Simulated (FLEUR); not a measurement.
# Magnetic state of NiO from several starts

Does NiO prefer parallel or opposed moments?

Calculated with FLEUR MaX-R8.1; PBE with U = 6 eV on Ni d; all-electron FLAPW, Dirac cores, scalar-relativistic bands.

Most raw output is cut from this account.

### 1. Set-up

Symmetry: Fm-3m, No. 225, cubic system. The conventional cell has a = 4.172 Å, b = 4.172 Å, c = 4.172 Å, α = 90.00°, β = 90.00°, γ = 90.00°. Nearest to Ni lie 6 O at 2.09 Å. Nearest to O lie 6 Ni at 2.09 Å. Farther neighbours and most contacts between anions are not listed.

### 2. Run 1 (ferro +)

The parallel start is the test of whether parallel moments hold. A Hubbard U acts on the open shell, since semilocal functionals spread its electrons too much.

inpgen writes inp.xml from crystal.txt; cutoffs, mixing, functional, smearing and local orbitals are then set in the file. The k list default-1 (kpts.xml, not shown) is a Γ-centred 10×10×10 mesh; where the ranks do not divide the number of points, some are split in two of half the weight.

File inp.xml:

```
<?xml version="1.0" encoding="UTF-8" standalone="no"?>
<fleurInput fleurInputVersion="0.39">
   <comment>
      NiO
   </comment>
   <calculationSetup>
      <cutoffs Kmax="4.32" Gmax="13.0" GmaxXC="13.0" numbands="0"/>
      <scfLoop itmax="120" minDistance="0.0001" maxIterBroyd="15" imix="Anderson" alpha="0.05" precondParam="0.0" spinf="2.0" sdNocoIR="T"/>
      <coreElectrons ctail="T" frcor="F" kcrel="0" coretail_lmax="0"/>
      <xcFunctional name="pbe" relativisticCorrections="F"/>
      <magnetism jspins="2"/>
      <soc l_soc="F" theta="0.0" phi="0.0" spav="F"/>
      <expertModes spex="0" secvar="F"/>
      <geometryOptimization l_f="F" forcealpha="1.0" forcemix="BFGS" epsdisp="0.00001" epsforce="0.00001"/>
      <ldaU l_linMix="F" mixParam="0.05" spinf="1.0"/>
   </calculationSetup>
   <cell>
      <bzIntegration valenceElectrons="24.0" mode="hist" fermiSmearingEnergy="0.00183747">
         <kPointListSelection listName="default-1"/>
         <xi:include xmlns:xi="http://www.w3.org/2001/XInclude" href="kpts.xml"> </xi:include>
      </bzIntegration>
      <xi:include xmlns:xi="http://www.w3.org/2001/XInclude" href="sym.xml"> </xi:include>
      <bulkLattice scale="1.0">
         <bravaisMatrix>
            <row-1>    0.0000000000000000     3.9417828250996005     3.9417828250996005</row-1>
            <row-2>    3.9417828250996005     0.0000000000000000     3.9417828250996005</row-2>
            <row-3>    3.9417828250996005     3.9417828250996005     0.0000000000000000</row-3>
         </bravaisMatrix>
      </bulkLattice>
   </cell>
   <atomSpecies>
      <species name="Nickel (Ni2.000" element="Ni" atomicNumber="28">
         <mtSphere radius="2.46" gridPoints="813" logIncrement="0.015"/>
         <atomicCutoffs lmax="10" lnonsphr="8"/>
         <electronConfig flipSpins="F">
            <coreConfig>(1s1/2) (2s1/2) (2p1/2) (2p3/2)</coreConfig>
            <valenceConfig>(3s1/2) (3p1/2) (3p3/2) (4s1/2) (3d3/2) (3d5/2)</valenceConfig>
            <stateOccupation state="(3d3/2)" spinUp="2.0" spinDown="1.2"/>
            <stateOccupation state="(3d5/2)" spinUp="3.0" spinDown="1.8"/>
         </electronConfig>
         <energyParameters s="4" p="4" d="3" f="4"/>
         <ldaU l="2" U="6.0" J="0.0" l_amf="F"/>
         <lo type="SCLO" l="0" n="3" eDeriv="0"/>
         <lo type="SCLO" l="1" n="3" eDeriv="0"/>
      </species>
      <species name="Oxygen (O)" element="O" atomicNumber="8">
         <mtSphere radius="1.39" gridPoints="461" logIncrement="0.023"/>
         <atomicCutoffs lmax="6" lnonsphr="4"/>
         <electronConfig flipSpins="F">
            <coreConfig>(1s1/2)</coreConfig>
            <valenceConfig>(2s1/2) (2p1/2) (2p3/2)</valenceConfig>
            <stateOccupation state="(2p1/2)" spinUp="0.666667" spinDown="0.666667"/>
            <stateOccupation state="(2p3/2)" spinUp="1.333333" spinDown="1.333333"/>
         </electronConfig>
         <energyParameters s="2" p="2" d="3" f="4"/>
      </species>
   </atomSpecies>
   <atomGroups>
      <atomGroup species="Nickel (Ni2.000">
         <relPos label="                   1">.0000000000 .0000000000 .0000000000</relPos>
         <force calculate="T" relaxXYZ="TTT"/>
      </atomGroup>
      <atomGroup species="Oxygen (O)">
         <relPos label="                   2">1.000/2.000 1.000/2.000 1.000/2.000</relPos>
         <force calculate="T" relaxXYZ="TTT"/>
      </atomGroup>
   </atomGroups>
   <output dos="F" band="F" slice="F">
      <bandDOS minEnergy="-.5*Htr" maxEnergy="0.5*Htr" sigma="0.015" storeEVData="T"/>
      <plotting iplot="0" polar="F">
         <plot TwoD="T" vec1="  1.0  0.0  0.0" vec2="  0.0  1.0  0.0" vec3="  0.0  0.0  1.0" zero="  0.0  0.0  0.0" file="plot"/>
      </plotting>
      <moessbauerParams electricFieldGradient="F" isomerShift="F" coreHyperfine="F" valenceHyperfine="F"/>
   </output>
</fleurInput>
```

File crystal.txt:

```
NiO
&input film=F cartesian=F /
0.00000000000  2.08590164140  2.08590164140
2.08590164140  0.00000000000  2.08590164140
2.08590164140  2.08590164140  0.00000000000
1.8897261246
1.0 1.0 1.0

2
28 0.00000000000  0.00000000000  0.00000000000 : 2.000
8 0.50000000000  0.50000000000  0.50000000000

&kpt div1=10 div2=10 div3=10 gamma=T /
```

The run is started by

```
$ OMP_NUM_THREADS=1 inpgen -f crystal.txt > inpgen.log  # inp.xml is then edited as shown
$ OMP_NUM_THREADS=1 mpirun -n 4 fleur_MPI > fleur.log
```

The job ended after 12 s (4 MPI ranks of Intel Xeon Platinum 8488C (Sapphire Rapids), shared host; peak memory 0.24 GiB; 49 s of CPU time).

Read from the output:

| Item | Value |
| --- | --- |
| free energy | -43429.2780 eV |
| program's band gap on this mesh (in a metal only a level spacing) | 2.401 eV |
| magnetization | 2 μB |
| final state | ferromagnetic |
| largest moment | 1.789 μB |

After 18 cycles the largest moment stands at 1.79 μB.

### 3. Order 2, typed as antiferro q=(0,1/2,1/2) +-

Another pattern of signs weighs the neighbour shells otherwise.

The cell is doubled to 4 atoms to hold this order. The mesh is halved along the doubled vector, so that both cells sample the same points. The k list default-1 (kpts.xml, not shown) is a Γ-centred 10×5×10 mesh.

Changes to inp.xml since step 2:

```diff
@@ -17,3 +17,3 @@
    <cell>
-      <bzIntegration valenceElectrons="24.0" mode="hist" fermiSmearingEnergy="0.00183747">
+      <bzIntegration valenceElectrons="48.0" mode="hist" fermiSmearingEnergy="0.00183747">
          <kPointListSelection listName="default-1"/>
@@ -25,4 +25,4 @@
             <row-1>    0.0000000000000000     3.9417828250996005     3.9417828250996005</row-1>
-            <row-2>    3.9417828250996005     0.0000000000000000     3.9417828250996005</row-2>
-            <row-3>    3.9417828250996005     3.9417828250996005     0.0000000000000000</row-3>
+            <row-2>    7.8835656501992011     0.0000000000000000     7.8835656501992011</row-2>
+            <row-3>    7.8835656501992011     3.9417828250996005     3.9417828250996005</row-3>
          </bravaisMatrix>
@@ -39,2 +39,16 @@
             <stateOccupation state="(3d5/2)" spinUp="3.0" spinDown="1.8"/>
+         </electronConfig>
+         <energyParameters s="4" p="4" d="3" f="4"/>
+         <ldaU l="2" U="6.0" J="0.0" l_amf="F"/>
+         <lo type="SCLO" l="0" n="3" eDeriv="0"/>
+         <lo type="SCLO" l="1" n="3" eDeriv="0"/>
+      </species>
+      <species name="Nickel (Ni-2.000" element="Ni" atomicNumber="28">
+         <mtSphere radius="2.46" gridPoints="813" logIncrement="0.015"/>
+         <atomicCutoffs lmax="10" lnonsphr="8"/>
+         <electronConfig flipSpins="F">
+            <coreConfig>(1s1/2) (2s1/2) (2p1/2) (2p3/2)</coreConfig>
+            <valenceConfig>(3s1/2) (3p1/2) (3p3/2) (4s1/2) (3d3/2) (3d5/2)</valenceConfig>
+            <stateOccupation state="(3d3/2)" spinUp="1.2" spinDown="2.0"/>
+            <stateOccupation state="(3d5/2)" spinUp="1.8" spinDown="3.0"/>
          </electronConfig>
@@ -62,4 +76,12 @@
       </atomGroup>
+      <atomGroup species="Nickel (Ni-2.000">
+         <relPos label="                   2">.0000000000 1.000/2.000 .0000000000</relPos>
+         <force calculate="T" relaxXYZ="TTT"/>
+      </atomGroup>
       <atomGroup species="Oxygen (O)">
-         <relPos label="                   2">1.000/2.000 1.000/2.000 1.000/2.000</relPos>
+         <relPos label="                   3">1.000/2.000 .0000000000 1.000/2.000</relPos>
+         <force calculate="T" relaxXYZ="TTT"/>
+      </atomGroup>
+      <atomGroup species="Oxygen (O)">
+         <relPos label="                   4">1.000/2.000 1.000/2.000 1.000/2.000</relPos>
          <force calculate="T" relaxXYZ="TTT"/>
```

File crystal.txt:

```
NiO
&input film=F cartesian=F /
0.00000000000  2.08590164140  2.08590164140
4.17180328280  0.00000000000  4.17180328280
4.17180328280  2.08590164140  2.08590164140
1.8897261246
1.0 1.0 1.0

4
28 0.00000000000  0.00000000000  0.00000000000 : 2.000
28 0.00000000000  0.50000000000  0.00000000000 : -2.000
8 0.50000000000  0.00000000000  0.50000000000
8 0.50000000000  0.50000000000  0.50000000000

&kpt div1=10 div2=5 div3=10 gamma=T /
```

Run time: 93 s. Hardware: 4 MPI ranks; peak memory 0.44 GiB; 6.2 min of CPU time.

Spin moment in the muffin-tin sphere by atom:

```tsv
atom	spin moment in the muffin-tin sphere (μB)
Ni1	1.80
Ni2	-1.80
O3	-0.06
O4	0.06
```

This step gave:

```
free energy                                                       : -86858.5375 eV
program's band gap on this mesh (in a metal only a level spacing) : 2.518 eV
magnetization                                                     : 0 μB
final state                                                       : antiferromagnetic
```

It lies 9.30 meV a seeded atom over the first start, and its largest moment is 1.80 μB against 1.79 μB.

### 4. Start 3: antiferro q=(0,0,1/2) +-

Reversing part of the moments tests the sign of the couplings between them.

The cell is doubled to 4 atoms to hold this order. The mesh is halved along the doubled vector, so that both cells sample the same points. The k list default-1 (kpts.xml, not shown) is a Γ-centred 10×10×5 mesh.

Changes to inp.xml since step 3:

```diff
@@ -25,4 +25,4 @@
             <row-1>    0.0000000000000000     3.9417828250996005     3.9417828250996005</row-1>
-            <row-2>    7.8835656501992011     0.0000000000000000     7.8835656501992011</row-2>
-            <row-3>    7.8835656501992011     3.9417828250996005     3.9417828250996005</row-3>
+            <row-2>    3.9417828250996005     0.0000000000000000     3.9417828250996005</row-2>
+            <row-3>    7.8835656501992011     7.8835656501992011     0.0000000000000000</row-3>
          </bravaisMatrix>
@@ -77,3 +77,3 @@
       <atomGroup species="Nickel (Ni-2.000">
-         <relPos label="                   2">.0000000000 1.000/2.000 .0000000000</relPos>
+         <relPos label="                   2">.0000000000 .0000000000 1.000/2.000</relPos>
          <force calculate="T" relaxXYZ="TTT"/>
@@ -81,7 +81,4 @@
       <atomGroup species="Oxygen (O)">
-         <relPos label="                   3">1.000/2.000 .0000000000 1.000/2.000</relPos>
-         <force calculate="T" relaxXYZ="TTT"/>
-      </atomGroup>
-      <atomGroup species="Oxygen (O)">
-         <relPos label="                   4">1.000/2.000 1.000/2.000 1.000/2.000</relPos>
+         <relPos label="                   3">1.000/2.000 1.000/2.000 1.000/4.000</relPos>
+         <relPos label="                   4">1.000/2.000 1.000/2.000 -1.000/4.000</relPos>
          <force calculate="T" relaxXYZ="TTT"/>
```

File crystal.txt:

```
NiO
&input film=F cartesian=F /
0.00000000000  2.08590164140  2.08590164140
2.08590164140  0.00000000000  2.08590164140
4.17180328280  4.17180328280  0.00000000000
1.8897261246
1.0 1.0 1.0

4
28 0.00000000000  0.00000000000  0.00000000000 : 2.000
28 0.00000000000  0.00000000000  0.50000000000 : -2.000
8 0.50000000000  0.50000000000  0.25000000000
8 0.50000000000  0.50000000000  0.75000000000

&kpt div1=10 div2=10 div3=5 gamma=T /
```

Wall time 1.8 min (4 MPI ranks); peak memory 0.4 GiB.

Spin moment in the muffin-tin sphere by atom:

```tsv
atom	spin moment in the muffin-tin sphere (μB)
Ni1	1.70
Ni2	-1.70
O3	0.00
O4	0.00
```

This step gave:

```
free energy                                                       : -86858.7265 eV
program's band gap on this mesh (in a metal only a level spacing) : 3.408 eV
magnetization                                                     : 0 μB
final state                                                       : antiferromagnetic
```

It lies 85.2 meV a seeded atom under the first start, and its largest moment is 1.70 μB against 1.79 μB.

### 5. Order 4, typed as no spin polarisation

A spinless run shows what the cell costs with no moments; under a U that can hold a penalty on part-filled orbitals beside the lost exchange.

The k list default-1 (kpts.xml, not shown) is a Γ-centred 10×10×10 mesh.

File inp.xml:

```
<?xml version="1.0" encoding="UTF-8" standalone="no"?>
<fleurInput fleurInputVersion="0.39">
   <comment>
      NiO
   </comment>
   <calculationSetup>
      <cutoffs Kmax="4.32" Gmax="13.0" GmaxXC="13.0" numbands="0"/>
      <scfLoop itmax="120" minDistance="0.0001" maxIterBroyd="15" imix="Anderson" alpha="0.05" precondParam="0.0" spinf="2.0" sdNocoIR="T"/>
      <coreElectrons ctail="T" frcor="F" kcrel="0" coretail_lmax="0"/>
      <xcFunctional name="pbe" relativisticCorrections="F"/>
      <magnetism jspins="1"/>
      <soc l_soc="F" theta="0.0" phi="0.0" spav="F"/>
      <expertModes spex="0" secvar="F"/>
      <geometryOptimization l_f="F" forcealpha="1.0" forcemix="BFGS" epsdisp="0.00001" epsforce="0.00001"/>
      <ldaU l_linMix="F" mixParam="0.05" spinf="1.0"/>
   </calculationSetup>
   <cell>
      <bzIntegration valenceElectrons="24.0" mode="hist" fermiSmearingEnergy="0.00183747">
         <kPointListSelection listName="default-1"/>
         <xi:include xmlns:xi="http://www.w3.org/2001/XInclude" href="kpts.xml"> </xi:include>
      </bzIntegration>
      <xi:include xmlns:xi="http://www.w3.org/2001/XInclude" href="sym.xml"> </xi:include>
      <bulkLattice scale="1.0">
         <bravaisMatrix>
            <row-1>    0.0000000000000000     3.9417828250996005     3.9417828250996005</row-1>
            <row-2>    3.9417828250996005     0.0000000000000000     3.9417828250996005</row-2>
            <row-3>    3.9417828250996005     3.9417828250996005     0.0000000000000000</row-3>
         </bravaisMatrix>
      </bulkLattice>
   </cell>
   <atomSpecies>
      <species name="Nickel (Ni)" element="Ni" atomicNumber="28">
         <mtSphere radius="2.46" gridPoints="813" logIncrement="0.015"/>
         <atomicCutoffs lmax="10" lnonsphr="8"/>
         <electronConfig flipSpins="F">
            <coreConfig>(1s1/2) (2s1/2) (2p1/2) (2p3/2)</coreConfig>
            <valenceConfig>(3s1/2) (3p1/2) (3p3/2) (4s1/2) (3d3/2) (3d5/2)</valenceConfig>
            <stateOccupation state="(3d3/2)" spinUp="1.600000" spinDown="1.600000"/>
            <stateOccupation state="(3d5/2)" spinUp="2.400000" spinDown="2.400000"/>
         </electronConfig>
         <energyParameters s="4" p="4" d="3" f="4"/>
         <ldaU l="2" U="6.0" J="0.0" l_amf="F"/>
         <lo type="SCLO" l="0" n="3" eDeriv="0"/>
         <lo type="SCLO" l="1" n="3" eDeriv="0"/>
      </species>
      <species name="Oxygen (O)" element="O" atomicNumber="8">
         <mtSphere radius="1.39" gridPoints="461" logIncrement="0.023"/>
         <atomicCutoffs lmax="6" lnonsphr="4"/>
         <electronConfig flipSpins="F">
            <coreConfig>(1s1/2)</coreConfig>
            <valenceConfig>(2s1/2) (2p1/2) (2p3/2)</valenceConfig>
            <stateOccupation state="(2p1/2)" spinUp="0.666667" spinDown="0.666667"/>
            <stateOccupation state="(2p3/2)" spinUp="1.333333" spinDown="1.333333"/>
         </electronConfig>
         <energyParameters s="2" p="2" d="3" f="4"/>
      </species>
   </atomSpecies>
   <atomGroups>
      <atomGroup species="Nickel (Ni)">
         <relPos label="                   1">.0000000000 .0000000000 .0000000000</relPos>
         <force calculate="T" relaxXYZ="TTT"/>
      </atomGroup>
      <atomGroup species="Oxygen (O)">
         <relPos label="                   2">1.000/2.000 1.000/2.000 1.000/2.000</relPos>
         <force calculate="T" relaxXYZ="TTT"/>
      </atomGroup>
   </atomGroups>
   <output dos="F" band="F" slice="F">
      <bandDOS minEnergy="-.5*Htr" maxEnergy="0.5*Htr" sigma="0.015" storeEVData="T"/>
      <plotting iplot="0" polar="F">
         <plot TwoD="T" vec1="  1.0  0.0  0.0" vec2="  0.0  1.0  0.0" vec3="  0.0  0.0  1.0" zero="  0.0  0.0  0.0" file="plot"/>
      </plotting>
      <moessbauerParams electricFieldGradient="F" isomerShift="F" coreHyperfine="F" valenceHyperfine="F"/>
   </output>
</fleurInput>
```

File crystal.txt:

```
NiO
&input film=F cartesian=F /
0.00000000000  2.08590164140  2.08590164140
2.08590164140  0.00000000000  2.08590164140
2.08590164140  2.08590164140  0.00000000000
1.8897261246
1.0 1.0 1.0

2
28 0.00000000000  0.00000000000  0.00000000000
8 0.50000000000  0.50000000000  0.50000000000

&kpt div1=10 div2=10 div3=10 gamma=T /
```

Elapsed: 7.6 s, on 4 MPI ranks; peak memory 0.23 GiB.

This step gave:

| Property | Result |
| --- | --- |
| free energy | -43427.2113 eV |
| program's band gap on this mesh (in a metal only a level spacing) | 0.06569 eV |
| final state | non-magnetic (no spin polarisation) |

It lies 2067 meV a seeded atom over the first start.

### 6. Energies of the orders

Free energies are divided by the number of seeded atoms, so that cells of unlike size compare. Wavevectors q in the names are fractions of the primitive cell's reciprocal vectors.

Orders:

```tsv
start	final state	typed order kept	energy over the lowest (meV a seeded atom)	largest sphere moment (μB)	net moment (μB a primitive cell)	mesh matched	CPU time (s)
ferro +	ferromagnetic	yes	85.21	1.789	2	yes	48.61
antiferro q=(0,1/2,1/2) +-	antiferromagnetic	yes	94.51	1.799	0	yes	370.4
antiferro q=(0,0,1/2) +-	antiferromagnetic	yes	0	1.7	0	yes	429.3
no spin polarisation	non-magnetic	-	2152	0	0	yes	29.39
```

### 7. Results

| Item | Value |
| --- | --- |
| lowest state found | antiferromagnetic (typed antiferro q=(0,0,1/2) +-) |
| largest site spin moment | 1.70 μB |
| next finished state | ferromagnetic, 85.2 meV a seeded atom higher |
| spinless run over the lowest (under a U no clean measure of the moments) | 2152 meV a seeded atom |

The lowest state found is antiferromagnetic, reached from the start antiferro q=(0,0,1/2) +-, with moments up to 1.70 μB. The next finished state costs 85 meV a seeded atom. Under a U a spinless run can be left with part-filled orbitals, which the U penalises, or fall into a low-spin state, so its energy is no clean measure of what the moments gain. Only 4 starts were tried; other patterns of signs, canted and longer-period orders were not.

[Logs and program files are shortened in this print: banners, set-up blocks, solver, clock and traceback lines can be left out without a mark of their own.]

[Logs are printed without paths, hosts, clocks, repeated set-up lines and the standing remarks that a program may print on its own settings, such as how far it seeks lower states.]

[Hosts, paths, dates, database ids (printed as entryN), source tags and the programs' standing remarks are cut or masked in the printed files.]

[Where a cell is said to come from a database of computed structures, the database is the Materials Project.]
